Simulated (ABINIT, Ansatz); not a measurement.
**A GW run on BaMg2Sb2 (P-3m1) in ABINIT, with inputs changed**

A base run on BaMg2Sb2 (P-3m1), then changed inputs.

Method: LDA and many-body steps on it, plane waves, in ABINIT 10.8.3.

Report form: the programs' logs are mostly left out.

### Step 1. The starting structure

Symmetry: P-3m1, No. 164, trigonal system. Conventional cell: a = 4.770 Å, b = 4.770 Å, c = 8.100 Å, α = 90.00°, β = 90.00°, γ = 120.00°. Ba has 6 Sb at 3.51 Å nearest. Mg has 4 Sb at 2.89 Å nearest. Sb has 4 Mg at 2.89 Å and 3 Ba at 3.51 Å nearest. Farther neighbours are not listed.

The cell and positions come from the Crystallography Open Database and are kept as given unless a step says otherwise. Spin-orbit coupling is left out unless a step names it.

### Step 2. Screening, 3×3×1 mesh, 143 bands, screening to 114.3 eV

This step: ABINIT 10.8.3; RPA screening on LDA, plane waves, norm-conserving pseudopotentials.

The RPA dielectric matrix is built and inverted for each q.

Contents of run.abi:

```
acell 3*1.0 Angstrom
rprim 
  4.770000000028 -0.000000000006 0.000000000000
  -2.385000000008 4.130941176079 0.000000000000
  0.000000000000 0.000000000000 8.100000000000
ntypat 3
znucl 56 12 51
natom 5
typat 1 2 2 3 3
xred 
  0.000000000000 0.000000000000 0.000000000000
  0.333333333333 0.666666666667 0.624700000000
  0.666666666667 0.333333333333 0.375300000000
  0.333333333333 0.666666666667 0.268000000000
  0.666666666667 0.333333333333 0.732000000000
pp_dirpath "pseudos"
pseudos "Ba.upf, Mg.upf, Sb.upf"
ecut 40
ngkpt 3 3 1
nshiftk 1
shiftk 0 0 0
kptopt 1
chksymbreak 0
istwfk *1
occopt 1
irdwfk 1
optdriver 3
nband 143
ecuteps 4.2
inclvkb 2
awtr 1
symchi 1
indata_prefix "in"
outdata_prefix "out"
tmpdata_prefix "tmp"
```

Launch:

```
> OMP_NUM_THREADS=1 mpirun -n 4 abinit run.abi > log
```

The job ended after 41 s (4 MPI ranks of Intel Xeon Platinum 8488C (Sapphire Rapids), shared host; peak memory 1.4 GiB).

This step gave:

```yaml
eps_infinity_with_local_fields_on_this_mesh_along_the_program_s_q_direction: 18.60
the_same_without_local_fields: 21.02
plasma_frequency: 25.62 eV
plane_waves_in_the_screening_matrix: 405
```

Local fields lower ε∞ by 11 %. On a Γ-centred mesh this coarse the value itself is usually too large, while a short band sum pulls it down.

### Step 3. Base

The self-energy is evaluated for the states that the input lists, and the levels follow from it, in one-shot runs by the linearised quasiparticle equation.

This step: G0W0 on LDA, plane waves, norm-conserving pseudopotentials.

Changes to run.abi since step 2:

```diff
@@ -26,8 +26,17 @@
 irdwfk 1
-optdriver 3
+optdriver 4
 nband 143
+gwcalctyp 0
+ecutsigx 40
+symsigma 1
+nkptgw 2
+kptgw 
+  0.0000000000 0.0000000000 0.0000000000
+  0.3333333333 0.0000000000 0.0000000000
+bdgw 
+  37 40
+  37 40
 ecuteps 4.2
-inclvkb 2
-awtr 1
-symchi 1
+irdscr 1
+ppmodel 1
 indata_prefix "in"
```

Wall time 14 s (4 MPI ranks); peak memory 1.2 GiB.

Numbers from this step:

```
G0W0 gap on the points computed              : 1.353 eV
starting gap on the mesh                     : 1.039 eV
k of the valence top                         : 0, 0, 0
k of the conduction bottom                   : 0.3333, 0, 0
Z at the valence top                         : 0.783
Z at the conduction bottom                   : 0.793
least direct G0W0 gap on the computed points : 1.953 eV
```

The gap on the mesh goes from 1.04 eV to 1.35 eV, a correction of +0.31 eV.

### Step 4. No symmetry in the self-energy

Changes to run.abi since step 3:

```diff
@@ -30,3 +30,3 @@
 ecutsigx 40
-symsigma 1
+symsigma 0
 nkptgw 2
```

Elapsed: 26 s, on 4 MPI ranks; peak memory 1.2 GiB.

Numbers from this step:

- G0W0 gap on the points computed: 1.353 eV
- starting gap on the mesh: 1.039 eV
- k of the valence top: 0, 0, 0
- k of the conduction bottom: 0.3333, 0, 0
- Z at the valence top: 0.783
- Z at the conduction bottom: 0.793
- least direct G0W0 gap on the computed points: 1.953 eV

Against G0W0 in ABINIT (3×3×1 mesh, 143 bands, screening to 114.3 eV, Godby-Needs plasmon pole), the gap moves by +0.000 eV.

### Step 5. Screening cutoff above the file's

Changes to run.abi since step 4:

```diff
@@ -30,3 +30,3 @@
 ecutsigx 40
-symsigma 0
+symsigma 1
 nkptgw 2
@@ -38,3 +38,3 @@
   37 40
-ecuteps 4.2
+ecuteps 16.8
 irdscr 1
```

The job ended after 15 s (4 MPI ranks; peak memory 1.2 GiB).

The run ended normally, though the input holds a fault or crude settings.

The fault put into this input: screening cutoff above the file's. It printed a gap of 1.35 eV, the value of the sound run: the program fell back on what its files hold, so an unchanged gap is no proof of convergence.

### Step 6. Side by side

Times are wall times on 4 MPI ranks of Intel Xeon Platinum 8488C (Sapphire Rapids), shared host, good to a factor of about two. A run's time includes the screening step that it read.

| run | mesh | bands | screening cutoff (eV) | DFT gap (eV) | gap on the mesh (eV) | direct (eV) | ε∞ used | time |
| --- | --- | --- | --- | --- | --- | --- | --- | --- |
| base | 3×3×1 | 143 | 114.3 | 1.039 | 1.353 | 1.953 | 18.60 | 55 s |
| no symmetry in the self-energy | 3×3×1 | 143 | 114.3 | 1.039 | 1.353 | 1.953 | 18.60 | 67 s |

### Step 7. What came out

| Property | Result |
| --- | --- |
| base | 1.353 eV |
| no symmetry in the self-energy | 1.353 eV |
| known limits | not at the basis limit; no spin-orbit coupling; coarse k mesh |

No symmetry in the self-energy: no change against base (keys changed: symsigma). Bands and cutoff are finite, so the gap is not at the basis limit. The miss can reach some tenths of an eV and take either sign; the mesh is an error of its own. In the G0W0 runs levels were corrected at 2 k points alone, so a gap called «on the mesh» is the least over those, and an edge elsewhere would be missed. A denser mesh or path gives a starting gap of 0.78 eV: the GW mesh misses a band edge, so its gaps are not the fundamental one. The 3×3×1 mesh is coarse for this cell, which bears on the long-range parts of exchange and screening. The many-body steps are scalar-relativistic: spin-orbit coupling is not in them.

[Paths, hosts, dates, memory and timing lines, banners, echoed tables and standing remarks are left out of the program output.]

[Logs are printed without paths, hosts, clocks, repeated set-up lines and the standing remarks that a program may print on its own settings, such as how far it seeks lower states.]

[Runs of the session that timed out or met a known fault of the program may be left out.]

[Hosts, paths, dates, database ids (printed as entryN), source tags and the programs' standing remarks are cut or masked in the printed files.]

[G0W0 gaps are taken among the corrected bands and points alone; a level outside them can change the order at an edge.]

[Where Ansatz stands beside ABINIT at settings called matched, ABINIT's density can come from a denser mesh and the files from another edition; pairs whose starting gaps differed by over 0.03 eV were left out, so agreement reads better than it is.]
